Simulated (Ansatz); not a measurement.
# CaSnSe3 (model cell, started as cubic perovskite with Sn in the octahedra): a soft mode frozen in, part 2 of 2

Wanted: the energy along a soft mode of CaSnSe3 (model cell, started as cubic perovskite with Sn in the octahedra) and the structure at the end.

Ansatz 0.2.0; DFT PBEsol, scalar-relativistic, plane waves, PAW; PAW set soft_1.

So far, highest frequency on the path or at a solved wavevector (cm⁻¹): step 2 (response at finite wavevector) 236. Also lowest frequency on the path (cm⁻¹): step 2 -118.

The structure was built from a prototype and need not be the compound's stable phase.

### Step 5. Energy along the mode, all amplitudes (two of the runs are shown above)

An imaginary frequency means negative curvature, so the energy should fall and then rise again as anharmonic terms take over.

Numbers from this step:

* depth at the lowest point sampled: 73.47 meV/atom
* largest atomic shift at that point: 0.6 Å

The energy from the parent by largest atomic shift:

```tsv
largest atomic shift (Å)	energy from the parent (meV/atom)
0.000	0
0.040	-0.484
0.080	-1.93
0.140	-5.83
0.220	-14.0
0.320	-28.1
0.450	-49.9
0.600	-73.5
```

Displacement at unit largest shift by atom:

```tsv
atom	x (Å)	y (Å)	z (Å)	size
Ca1	-0.577	0.577	0.577	0.999
Sn2	-0.062	0.062	0.062	0.107
Se3	0.197	-0.197	0.007	0.279
Se4	0.197	0.007	-0.197	0.279
Se5	-0.007	-0.197	-0.197	0.279
```

The lowest of the steps tried is the last one, at 0.6 Å, 73.5 meV/atom below the parent; the bottom of the well need not coincide with a step.

### Step 6. Relaxation from the frozen mode

Starting from the lowest point found, all atoms and the cell are let go, so that strain and other modes of the same symmetry can join in.

The input, input.yaml:

```yaml
crystal:
  lattice:
    - [5.2086939713, 0.0, 0.0]
    - [0.0, 5.2086939713, 0.0]
    - [0.0, 0.0, 5.2086939713]
  atoms:
    - { symbol: Ca, position: [-0.066506146, 0.066506146, 0.066506146] }
    - { symbol: Sn, position: [0.4928672128, 0.5071327872, 0.5071327872] }
    - { symbol: Se, position: [0.5226354808, 0.4773645192, 0.000796832] }
    - { symbol: Se, position: [0.5226354808, 0.000796832, 0.4773645192] }
    - { symbol: Se, position: [-0.000796832, 0.4773645192, 0.4773645192] }
kpoints:
  mp_grid: { grid: [8, 8, 8] }
hamiltonian:
  xc: pbesol
  pseudopotentials: { kind: paw, azcp: { folder: soft_1 }, xc_functional: pbe }
scf:
  occupations: { method: methfessel_paxton, width: 0.2 }
output:
  forces: true
  stress: true
  eigenvalues: true
relax:
  adjacent_minimum: "off"
  f_tol: 0.002
  max_steps: 120
  cell: { stress_tol: 0.03 }
```

Command:

```console
$ ansatz run input.yaml --threads 4 --pin off --max-ram 16384MiB --backend cpu --events-out ev --progress --plain --runs-dir out
```

Numbers of over 12 decimals in the logs are rounded to 6 here.

The log of the run:

```text
[...]
Crystal: 5 atoms, lattice volume = 141.314 Å³
Basis set: ecut = 420 eV, 2777 PW (Γ), exchange–correlation on 72×72×72 points (8 copies of the dense FFT grid, shifted against one another)
Bands: 44, of which v1, the nominal top of the filled ones, is band 36 counted from 1 (35 counted from 0)
Symmetry: 6 space group operations
[...]
k-points: 65 of 512 (time reversal used)
[...]
SCF iter   1: F=—  HF=-24021.217505 eV  |F-HF|=—  |Δ(HF+E_count)|=         —  Δρ=5.12e-2  dr2=8.78e0  ethr=3.10e-3  ⟨swp⟩=8.6  Hψ=12850  notcnv=0
[...]
SCF iter   9: F=-24019.212142 eV  HF=-24019.212142 eV  |F-HF|=1.47e-8  |Δ(HF+E_count)|=   4.41e-8  S|Δr|=    0.00e0  Δρ=3.57e-6  dr2=2.25e-8  ethr=1.39e-10  ⟨swp⟩=13.0  Hψ=15280  notcnv=0
SCF 1 converged in 9 iterations: F = -24019.212142 eV  dr2 = 2.25e-8
[...]
relax step   1: F+E_penalty+E_count = -24019.21214196 eV  Δ(F+E_penalty+E_count) = +0.000e0 eV  max|allowed force component| = 2.067e-1 eV/Å  Δτ_max = 0.0000 Å  P = +1.467 GPa  Ω = 141.314 Å³  (9 SCF iters, dr2 threshold 1.00e-7 eV, accepted)
Crystal: 5 atoms, lattice volume = 148.948 Å³
Basis set: ecut = 420 eV, 2909 PW (Γ), exchange–correlation on 72×72×72 points (8 copies of the dense FFT grid, shifted against one another)
[...]
SCF iter   7: F=-24019.359948 eV  HF=-24019.359948 eV  |F-HF|=2.94e-8  |Δ(HF+E_count)|=   3.22e-7  S|Δr|=    0.00e0  Δρ=3.70e-6  dr2=2.83e-8  ethr=6.94e-10  ⟨swp⟩=7.6  Hψ=13384  notcnv=0
SCF 2 converged in 7 iterations: F = -24019.359948 eV  dr2 = 2.83e-8
relax step   2: F+E_penalty+E_count = -24019.35994829 eV  Δ(F+E_penalty+E_count) = -1.478e-1 eV  max|allowed force component| = 2.870e-1 eV/Å  Δτ_max = 0.0946 Å  P = -0.520 GPa  Ω = 148.948 Å³  energy of the carried Pulay correction = -3.883e-4 eV  (7 SCF iters, dr2 threshold 5.00e-7 eV, accepted)
Crystal: 5 atoms, lattice volume = 149.772 Å³
Basis set: ecut = 420 eV, 2933 PW (Γ), exchange–correlation on 72×72×72 points (8 copies of the dense FFT grid, shifted against one another)
[...]
SCF iter   7: F=-24019.376194 eV  HF=-24019.376194 eV  |F-HF|=1.41e-8  |Δ(HF+E_count)|=   6.95e-8  S|Δr|=    0.00e0  Δρ=4.60e-6  dr2=4.34e-8  ethr=6.94e-10  ⟨swp⟩=8.1  Hψ=13691  notcnv=0
SCF 3 converged in 7 iterations: F = -24019.376194 eV  dr2 = 4.34e-8
[...]
relax step   3: F+E_penalty+E_count = -24019.37619439 eV  Δ(F+E_penalty+E_count) = -1.625e-2 eV  max|allowed force component| = 2.845e-1 eV/Å  Δτ_max = 0.1156 Å  P = +0.558 GPa  Ω = 149.772 Å³  energy of the carried Pulay correction = -4.291e-4 eV  (7 SCF iters, dr2 threshold 5.00e-7 eV, accepted)
[...]
relax step   4: F+E_penalty+E_count = -24019.40228933 eV  Δ(F+E_penalty+E_count) = -2.609e-2 eV  max|allowed force component| = 7.994e-2 eV/Å  Δτ_max = 0.0600 Å  P = -0.287 GPa  Ω = 150.442 Å³  energy of the carried Pulay correction = -4.620e-4 eV  (7 SCF iters, dr2 threshold 5.00e-7 eV, accepted)
[...]
relax step   5: F+E_penalty+E_count = -24019.40567342 eV  Δ(F+E_penalty+E_count) = -3.384e-3 eV  max|allowed force component| = 9.806e-2 eV/Å  Δτ_max = 0.0560 Å  P = -0.038 GPa  Ω = 148.325 Å³  energy of the carried Pulay correction = -3.574e-4 eV  (6 SCF iters, dr2 threshold 3.99e-7 eV, accepted)
[...]
relax step   6: F+E_penalty+E_count = -24019.40828623 eV  Δ(F+E_penalty+E_count) = -2.613e-3 eV  max|allowed force component| = 6.012e-3 eV/Å  Δτ_max = 0.0224 Å  P = +0.088 GPa  Ω = 148.665 Å³  energy of the carried Pulay correction = -3.743e-4 eV  (5 SCF iters, dr2 threshold 5.00e-7 eV, accepted)
[...]
relax step   7: F+E_penalty+E_count = -24019.40836360 eV  Δ(F+E_penalty+E_count) = -7.737e-5 eV  max|allowed force component| = 1.840e-3 eV/Å  Δτ_max = 0.0010 Å  P = +0.003 GPa  Ω = 148.950 Å³  energy of the carried Pulay correction = -3.884e-4 eV  (5 SCF iters, dr2 threshold 3.31e-8 eV, accepted)
[...]
SCF iter   9: F=-24019.408743 eV  HF=-24019.408743 eV  |F-HF|=0.00e0  |Δ(HF+E_count)|=  2.18e-11  S|Δr|=    0.00e0  Δρ=2.66e-8  dr2=9.73e-13  ethr=1.00e-12  ⟨swp⟩=6.0  Hψ=13117  notcnv=0
SCF 8 converged in 9 iterations: F = -24019.408743 eV  dr2 = 9.73e-13
relax step   8: F+E_penalty+E_count = -24019.40874306 eV  Δ(F+E_penalty+E_count) = -3.795e-4 eV  max|allowed force component| = 1.869e-3 eV/Å  Δτ_max = 0.0000 Å  P = +0.002 GPa  Ω = 148.950 Å³  stress off target by 2.01e-2 GPa  SCF on the basis re-selected at this cell (its energy is not comparable with the rows above)  (9 SCF iters)
basis re-selected at this cell: Δ(F+E_penalty+E_count) = -3.795e-4 eV, ΔP = -0.001 GPa vs the last step (what re-selecting the basis moved, of the pressure what is left beyond the Pulay correction that the steps carried, after the strain that the cell walked since its last selection, with what the two solves' SCF thresholds leave and, on support functions, any second-order correction that the steps lacked; it is no m [...]
SCF converged after 9 iterations
[...]
Free energy (F): -24019.408743 eV
[...]
Internal energy: -24019.409428 eV  (E = F + TS)
E sigma→0 (E₀):  -24019.408914 eV
Entropy (-TS):   0.000685 eV (0.137 meV/atom)
Fermi energy:    6.266997 eV
[...]
--- Forces (eV/Å), atoms counted from 1 ---
  atom   1  Ca     0.00018599    -0.00018599    -0.00018599
  atom   2  Sn    -0.00110800     0.00110800     0.00110800
  atom   3  Se    -0.00047351     0.00047351    -0.00186926
  atom   4  Se    -0.00047351    -0.00186926     0.00047351
  atom   5  Se     0.00186926     0.00047351     0.00047351
  max |Σ_I F_I| component: 2.39e-7 eV/Å
--- Stress (GPa, compression-positive) ---
        0.001998      -0.009074      -0.009074
       -0.009074       0.001998       0.009074
       -0.009074       0.009074       0.001998
  P = ⅓ Tr σ = 0.0020 GPa (0.020 kbar)
--- Band table (eV; the first three rows and the last of 65) ---
  k-point 0: bands = [... 32 lower, 4.8607, 5.4723, 5.6908, 5.6908, 5.7852, 8.1439, 9.1831, 9.5390, ... 4 higher]
  k-point 1: bands = [... 32 lower, 4.8054, 5.2903, 5.5612, 5.7552, 5.7801, 8.3995, 9.2463, 9.5967, ... 4 higher]
  k-point 2: bands = [... 32 lower, 4.6276, 5.2036, 5.3310, 5.7290, 5.9486, 8.9547, 9.4316, 9.7219, ... 4 higher]
  k-point 64: bands = [... 32 lower, 5.3500, 6.1046, 6.1046, 6.7392, 7.8775, 8.5977, 8.8889, 8.8889, ... 4 higher]
--- Relaxed structure (7 steps of the walk, 7 accepted, 1 SCFs on fresh bases) ---
  F+E_penalty+E_count = -24019.40874306 eV   max|allowed force component| = 1.869e-3 eV/Å   (the final SCF, on the basis selected at the relaxed cell)
  cell:  # Å, volume = 148.9496 Å³
    - [5.303118, -0.110134, -0.110134]
    - [-0.110134, 5.303118, 0.110134]
    - [-0.110134, 0.110134, 5.303118]
  atoms:
    - { symbol: Ca, position: [-0.079207, 0.079207, 0.079207] }
    - { symbol: Sn, position: [0.473188, 0.526812, 0.526812] }
    - { symbol: Se, position: [0.542177, 0.457823, 0.00749995] }
    - { symbol: Se, position: [0.542177, 0.00749995, 0.457823] }
    - { symbol: Se, position: [-0.00749995, 0.457823, 0.457823] }
```

It took 80 s on 4 threads of Arm Neoverse V2, shared host; peak memory 0.66 GiB; 5.2 min of CPU time.

The steps of the relaxation:

```tsv
step	energy less that of the first step (eV)	largest force component (eV/Å)	pressure (GPa)	volume (Å³)
1	0.0000	0.2067	1.47	141.31
2	-0.1478	0.2870	-0.52	148.95
3	-0.1641	0.2845	0.56	149.77
4	-0.1901	0.0799	-0.29	150.44
5	-0.1935	0.0981	-0.04	148.33
6	-0.1961	0.0060	0.09	148.67
7	-0.1962	0.0018	0.00	148.95
8*	-0.1966	0.0019	0.00	148.95
```

Relaxation steps marked * repeat the geometry before them on a plane-wave basis chosen anew for their cell, so energy and pressure can jump there.

Forces are held to the 6 operations that the run works with; a distortion that breaks them can't arise in this run.

```tsv
conventional cell, symmetrised	before	after	change
a (Å)	7.366	7.344	-0.3 %
b (Å)	7.366	7.344	-0.3 %
c (Å)	9.022	9.567	+6.0 %
volume (Å³/atom)	28.26	29.79	+5.4 %
```

The atoms that moved most (Å, as changes of fractional coordinates times the final cell):

```tsv
atom	dx	dy	dz	length
Sn2	-0.109	0.109	0.109	0.188
Se5	-0.031	-0.105	-0.105	0.152
Se3	0.105	-0.105	0.031	0.152
Se4	0.105	0.031	-0.105	0.152
Ca1	-0.070	0.070	0.070	0.122
```

Numbers from this step:

| Item | Value |
| --- | --- |
| pressure | 0.001998 GPa |
| volume per atom | 29.79 Å³ |

The distorted start has space group R3m; the relaxation ends in R3m.

### Step 7. The new phase in its own primitive cell

The relaxed structure is symmetrised, reduced to its primitive cell and relaxed tightly, as its phonons need.

input.yaml, the sections that differ from step 6:

```yaml
crystal:
  lattice:
    - [3.6719940907, 2.1200267767, 3.1889291557]
    - [-3.6719940907, 2.1200267767, 3.1889291557]
    - [0.0, -4.2400535535, 3.1889291557]
  atoms:
    - { symbol: Ca, position: [0.9207931231, 0.9207931231, 0.9207931231] }
    - { symbol: Sn, position: [0.4731881422, 0.4731881422, 0.4731881422] }
    - { symbol: Se, position: [0.5421769385, 0.9925000541, 0.5421769385] }
    - { symbol: Se, position: [0.9925000541, 0.5421769385, 0.5421769385] }
    - { symbol: Se, position: [0.5421769385, 0.5421769385, 0.9925000541] }
kpoints:
  mp_grid: { grid: [9, 9, 9] }
relax:
  adjacent_minimum: "off"
  f_tol: 0.001
  max_steps: 60
  cell: { stress_tol: 0.01 }
# hamiltonian, scf, output: as in step 6
```

The log of the run:

```text
[...]
Crystal: 5 atoms, lattice volume = 148.950 Å³
Basis set: ecut = 420 eV, 2927 PW (Γ), exchange–correlation on 72×72×72 points (8 copies of the dense FFT grid, shifted against one another)
Bands: 44, of which v1, the nominal top of the filled ones, is band 36 counted from 1 (35 counted from 0)
Symmetry: 6 space group operations
[...]
k-points: 85 of 729 (time reversal used)
[...]
cell:  # Å, volume = 148.8589 Å³
    - [3.670237, 2.119012, 3.190040]
    - [-3.670237, 2.119012, 3.190040]
    - [0, -4.238024, 3.190040]
  atoms:
    - { symbol: Ca, position: [0.921144, 0.921144, 0.921144] }
    - { symbol: Sn, position: [0.472281, 0.472281, 0.472281] }
    - { symbol: Se, position: [0.542443, 0.992525, 0.542443] }
    - { symbol: Se, position: [0.992525, 0.542443, 0.542443] }
    - { symbol: Se, position: [0.542443, 0.542443, 0.992525] }
[key lines of the parts left out:]
SCF converged after 7 iterations
Free energy (F): -24019.403492 eV
Fermi energy:    6.305191 eV
P = ⅓ Tr σ = -0.0024 GPa (-0.024 kbar)
```

Wall time 65 s (4 threads); peak memory 0.75 GiB.

Step by step:

```tsv
step	energy less that of the first step (eV)	largest force component (eV/Å)	pressure (GPa)	volume (Å³)
1	0.0000	0.0361	-0.04	148.95
2	-0.0001	0.0090	0.01	148.83
3	-0.0002	0.0092	0.03	148.70
4	-0.0002	0.0006	0.00	148.86
5*	-0.0002	0.0006	0.00	148.86
```

Relaxation steps marked * repeat the geometry before them on a plane-wave basis chosen anew for their cell, so energy and pressure can jump there.

Forces are held to the 6 operations that the run works with; a distortion that breaks them can't arise in this run.

```tsv
conventional cell, symmetrised	before	after	change
a (Å)	7.344	7.340	-0.0 %
b (Å)	7.344	7.340	-0.0 %
c (Å)	9.567	9.570	+0.0 %
volume (Å³/atom)	29.79	29.77	-0.1 %
```

Final coordinates:

```xyz
5
Lattice="3.6702 2.1190 3.1900 -3.6702 2.1190 3.1900 0.0000 -4.2380 3.1900" Properties=species:S:1:pos:R:3 pbc="T T T"
Ca    0.0000    0.0000    8.8155
Sn    0.0000    0.0000    4.5198
Se   -1.6519    0.9537    6.6270
Se    1.6519    0.9537    6.6270
Se    0.0000   -1.9075    6.6270
```

Numbers from this step:

```yaml
pressure: -0.002367 GPa
volume_per_atom: 29.77 Å³
```

The largest force component left is 0.64 meV/Å and the pressure is -0.002 GPa, within the tolerances set. The cell now holds 29.77 Å³/atom.

### Step 8. Modes of the new phase, k-mesh 9×9×9

A relaxed structure may still be a saddle point, so its zone-centre modes are computed. No field response is asked, since the mesh shows no gap.

input.yaml, the sections that differ from step 7:

```yaml
crystal:
  lattice:
    - [3.6702365037, 2.1190120334, 3.1900402409]
    - [-3.6702365037, 2.1190120334, 3.1900402409]
    - [0.0, -4.2380240668, 3.1900402408]
  atoms:
    - { symbol: Ca, position: [0.9211438781, 0.9211438781, 0.9211438781] }
    - { symbol: Sn, position: [0.4722810943, 0.4722810943, 0.4722810943] }
    - { symbol: Se, position: [0.5424426118, 0.9925250004, 0.5424426118] }
    - { symbol: Se, position: [0.9925250004, 0.5424426118, 0.5424426118] }
    - { symbol: Se, position: [0.5424426118, 0.5424426118, 0.9925250004] }
output:
  eigenvalues: true
phonons:
  method: dfpt
# kpoints, hamiltonian, scf: as in step 7
# relax: removed
```

The log of the run:

```text
Engine: ansatz 0.2.0, aarch64-unknown-linux-gnu
Pseudopotentials: kind: paw
Pseudopotential: Ca, paw, valence charge 10, recommended cutoff 420 eV (normal), soft_1/Ca.paw.azcp
Pseudopotential: Sn, paw, valence charge 14, recommended cutoff 420 eV (normal), soft_1/Sn.paw.azcp
Pseudopotential: Se, paw, valence charge 16, recommended cutoff 420 eV (normal), soft_1/Se.paw.azcp
Functional definition: PBEsol
  exchange = pbesol_x
  correlation = pbesol_c
Crystal: 5 atoms, lattice volume = 148.859 Å³
Basis set: ecut = 420 eV, 2927 PW (Γ), exchange–correlation on 72×72×72 points (8 copies of the dense FFT grid, shifted against one another)
Bands: 44, of which v1, the nominal top of the filled ones, is band 36 counted from 1 (35 counted from 0)
Symmetry: 6 space group operations
k-points: 365 of 729 (irreducible under 1 space group operation, time reversal used)
Non-local potential: Ca, projectors of the file, l = 0: 3, l = 1: 2, l = 2: 2
Non-local potential: Sn, projectors of the file, l = 0: 2, l = 1: 2, l = 2: 2, l = 3: 1
Non-local potential: Se, projectors of the file, l = 0: 2, l = 1: 2, l = 2: 3, l = 3: 1
PAW form: soft (Blöchl's): semilocal exchange-correlation on the pseudo side does not see the compensation charge
PAW frozen core: Ca, regenerated for the run's functional, and the local potential with it (the file was generated under x = pbe(κ = 0.804, μ = 0.219515), c = pbe(β = 0.066725))
PAW frozen core: Sn, regenerated for the run's functional, and the local potential with it (the file was generated under x = pbe(κ = 0.804, μ = 0.219515), c = pbe(β = 0.066725))
PAW frozen core: Se, regenerated for the run's functional, and the local potential with it (the file was generated under x = pbe(κ = 0.804, μ = 0.219515), c = pbe(β = 0.066725))
PAW one-centre angular grid: Ca, 110 points (default); XC on 64 Gauss nodes
PAW one-centre angular grid: Sn, 590 points (default); XC on 64 Gauss nodes
PAW one-centre angular grid: Se, 590 points (default); XC on 64 Gauss nodes
Initial density: superposition of atomic densities (chi_scale 0.1, normalization cell, long waves kept (reshape's long-wave potential 0.01 eV rms))
Initial wavefunctions: pseudopotential atomic-orbital guess
Functional: x = pbesol(κ = 0.804, μ = 0.123457), c = pbesol(β = 0.046)
SCF iter   1: F=—  HF=-24021.741823 eV  |F-HF|=—  |Δ(HF+E_count)|=         —  Δρ=5.33e-2  dr2=1.02e1  ethr=3.10e-3  ⟨swp⟩=9.0  Hψ=72612  notcnv=0
preconditioner: auto → LDOS  [metal: Δε(μ)=0.001 eV  Ē_g=6.891 eV  σ=0.200 eV  W_gap=0.00  n_scr=32 (ndim 8)  ℏωp=14.9 eV  f_vac=0.063  D(μ)=2.21/eV (n_scr^D=6)  β→1.0]
SCF iter   2: F=—  HF=-24019.751630 eV  |F-HF|=—  |Δ(HF+E_count)|=    1.99e0  S|Δr|=    0.00e0  Δρ=2.34e-2  dr2=1.15e0  ethr=3.10e-3  ⟨swp⟩=4.2  Hψ=32743  notcnv=0  defer=490
SCF iter   3: F=—  HF=-24019.493387 eV  |F-HF|=—  |Δ(HF+E_count)|=   2.58e-1  S|Δr|=    0.00e0  Δρ=9.17e-3  dr2=2.15e-1  ethr=1.59e-3  ⟨swp⟩=4.4  Hψ=33583  notcnv=0  defer=560
SCF iter   4: F=—  HF=-24019.411268 eV  |F-HF|=—  |Δ(HF+E_count)|=   8.21e-2  S|Δr|=    0.00e0  Δρ=2.62e-3  dr2=2.67e-2  ethr=2.98e-4  ⟨swp⟩=2.4  Hψ=28130  notcnv=0  defer=720
SCF iter   5: F=—  HF=-24019.404316 eV  |F-HF|=—  |Δ(HF+E_count)|=   6.95e-3  S|Δr|=    0.00e0  Δρ=9.20e-4  dr2=2.92e-3  ethr=3.71e-5  ⟨swp⟩=2.2  Hψ=24134  notcnv=0  defer=744
SCF iter   6: F=—  HF=-24019.403586 eV  |F-HF|=—  |Δ(HF+E_count)|=   7.30e-4  S|Δr|=    0.00e0  Δρ=3.64e-4  dr2=3.21e-4  ethr=4.05e-6  ⟨swp⟩=2.4  Hψ=28789  notcnv=0  defer=744
SCF iter   7: F=—  HF=-24019.403496 eV  |F-HF|=—  |Δ(HF+E_count)|=   9.01e-5  S|Δr|=    0.00e0  Δρ=8.47e-5  dr2=1.69e-5  ethr=4.46e-7  ⟨swp⟩=2.1  Hψ=22269  notcnv=0  defer=744
SCF iter   8: F=—  HF=-24019.403491 eV  |F-HF|=—  |Δ(HF+E_count)|=   5.64e-6  S|Δr|=    0.00e0  Δρ=2.07e-5  dr2=7.62e-7  ethr=2.34e-8  ⟨swp⟩=2.0  Hψ=22741  notcnv=0  defer=744
SCF iter   9: F=—  HF=-24019.403492 eV  |F-HF|=—  |Δ(HF+E_count)|=   1.84e-6  S|Δr|=    0.00e0  Δρ=4.94e-6  dr2=5.16e-8  ethr=1.06e-9  ⟨swp⟩=2.0  Hψ=26000  notcnv=0  defer=750
SCF iter  10: F=—  HF=-24019.403492 eV  |F-HF|=—  |Δ(HF+E_count)|=   6.01e-9  S|Δr|=    0.00e0  Δρ=1.03e-6  dr2=1.51e-9  ethr=7.17e-11  ⟨swp⟩=2.1  Hψ=26058  notcnv=0  defer=750
SCF iter  11: F=—  HF=-24019.403492 eV  |F-HF|=—  |Δ(HF+E_count)|=  9.42e-10  S|Δr|=    0.00e0  Δρ=3.62e-7  dr2=1.98e-10  ethr=2.10e-12  ⟨swp⟩=2.0  Hψ=28539  notcnv=0  defer=750
SCF iter  12: F=-24019.403492 eV  HF=-24019.403492 eV  |F-HF|=7.28e-12  |Δ(HF+E_count)|=  4.73e-11  S|Δr|=    0.00e0  Δρ=9.31e-8  dr2=9.52e-12  ethr=1.00e-12  ⟨swp⟩=13.1  Hψ=107686  notcnv=0
SCF 1 converged in 12 iterations: F = -24019.403492 eV  dr2 = 9.52e-12
[...]
DFPT response loops at Γ: preconditioner auto → Kerker (q_TF=auto, 2.417 Å⁻¹) (partly filled bands, converged f_vac=0.134); β = 1.00, the filter's whole step (`scf.mixing.beta` (0.50) is not read by the response loops under this deck's `scf.mixing.preconditioner`; to damp them name `kerker` or `kerker_dos`, under which they read `scf.mixing.beta`, and type it under 1.00, their step now; both keys bind the ground state too); Broyden in place of MSR1
```

Elapsed: 3.5 min, on 4 threads; peak memory 6.4 GiB.

The run was cut off at the time limit after its SCF cycle had converged; no result of it is taken.

The program's message: “Warning:”

### Step 9. Results

| Item | Value |
| --- | --- |
| unstable mode of the parent | q = (0, 0, 0), 117i cm⁻¹ |
| depth at the lowest point sampled | 73.5 meV/atom |
| largest atomic shift at that point | 0.6 Å |
| space group reached (within 0.01 Å) | R3m |
| energy gained over the parent (first relaxation, on the mesh of the frozen mode) | 113 meV/atom |
| volume per atom, phase reached | 29.8 Å³ |

Along this mode the structure falls into R3m, 113 meV/atom below the parent. At the parent's cell the well is 73.47 meV/atom deep on the steps tried, with its lowest point at a shift of 0.6 Å. That is the last step tried, so the steps alone don't bracket the bottom of the well. Relaxing atoms and cell changes the gain by +39.65 meV/atom against the lowest step (energies at zero smearing). The modes of the phase reached were not computed on this path. Of the 4 patterns followed to their end from this parent, this one ends 142 meV/atom above the lowest, P4mm. Each path keeps the symmetry of its pattern, so a lower phase may lie along a pattern not tried. With no gap, or one that is small against the smearing, the frequencies hang on the k mesh and the smearing, most of all near Kohn anomalies. Spin-orbit coupling is left out, which can matter for the heavy elements here. The PAW files were made for PBE and serve the other functionals too. A phonon run warned that its eigensolver left some bands unconverged in a pass. The starting cell was built on a prototype and not taken from a measurement, so the phase need not exist.

[Logs are printed without paths, hosts, clocks, repeated set-up lines and the standing remarks that a program may print on its own settings, such as how far it seeks lower states.]

[Hosts, paths, dates, database ids (printed as entryN), source tags and the programs' standing remarks are cut or masked in the printed files.]
